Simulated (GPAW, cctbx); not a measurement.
# Rb2TlVBr6: what bonding does to one electron reflection, worked out

Rb2TlVBr6, Fm-3m (no. 225), a = 11.4462 Å, b = 11.4462 Å, c = 11.4462 Å, α = 90.00°, β = 90.00°, γ = 90.00°.

```csv
atom,mult.,x,y,z
Tl1,4,1/2,0,0
Rb1,8,1/4,3/4,3/4
Br1,24,0,0,0.7767
V1,4,0,0,0
```

The cell comes from substitution in a known structure type and wasn't matched to any measured phase.

A DFT run (GPAW, PBE, 450 eV, 3×3×3 k-points, Fermi–Dirac width 0.05 eV, spin-polarised) gives the static X-ray structure factor of 020 as 398.456 e for the conventional cell; superposed free atoms give 397.042 e. **Problem.** Find the Fourier component V of the crystal potential and the two-beam extinction distance at 300 kV in both cases.

## 1. Geometry

The cell volume is Ω = 1499.62 Å³ and d(020) = 5.7231 Å, so g = 1/d = 0.1747 Å⁻¹.

## 2. The nuclei

Electrons feel nuclei as well as electrons, so the nuclear charges are summed with the same phases.

Phase sums Σ exp(2πi h·x), turned so that the total is real and positive: Tl +4.000, Rb -8.000, Br +8.445, V +4.000. Then F_Z = 81 × (+4.000) + 37 × (-8.000) + 35 × (+8.445) + 23 × (+4.000) = 415.56 e. The electron term has the same sign for this reflection.

## 3. Mott–Bethe

Poisson's equation, term by term, gives V = (e/4πε₀)(F_Z − F)/(πΩg²), with e/4πε₀ = 14.3996 V Å.

The prefactor is 14.3996 × 5.7231²/(π × 1499.62) = 0.10011 V per electron. Free atoms: (415.56 − 397.042) × 0.10011 = 1.854 V. Crystal: (415.56 − 398.456) × 0.10011 = 1.712 V. F changes by +0.36 % and V by -7.6 %: the same 1.41 e is measured against F_Z − F = 18.5 e in place of F = 397.0 e.

## 4. Extinction distance

In the two-beam case ξ = 1/(λU) with U = 2γm₀eV/h², that is ξ = 150.41 V Å²/(γλV).

At 300 kV, λ = 0.01969 Å and γ = 1.5871. Free atoms: ξ = 2596 Å. Crystal: ξ = 2811 Å. The thickness fringes go as sin²(πt/ξ), so the two patterns slip by a quarter of a period when t|1/ξ₁ − 1/ξ₀| = 1/4, at t ≈ 850 nm, thicker than usual samples. Thermal motion, absorption and many-beam coupling, left out here, change a real pattern.

## 5. Answer

V(020) is 1.71 V against 1.85 V, and ξ is 2811 against 2596 Å. Limits: static atoms, two beams; a ferromagnetic start is the only order tried, and the real ground state may be antiferromagnetic or insulating; no Hubbard U on V.

[Outputs are excerpts: Python notices, other lines and further rows are left out; steps that failed or that the build refused (PBEsol, TPSS) are not shown.]

[Logs are printed without paths, hosts, clocks, repeated set-up lines and the standing remarks that a program may print on its own settings, such as how far it seeks lower states.]
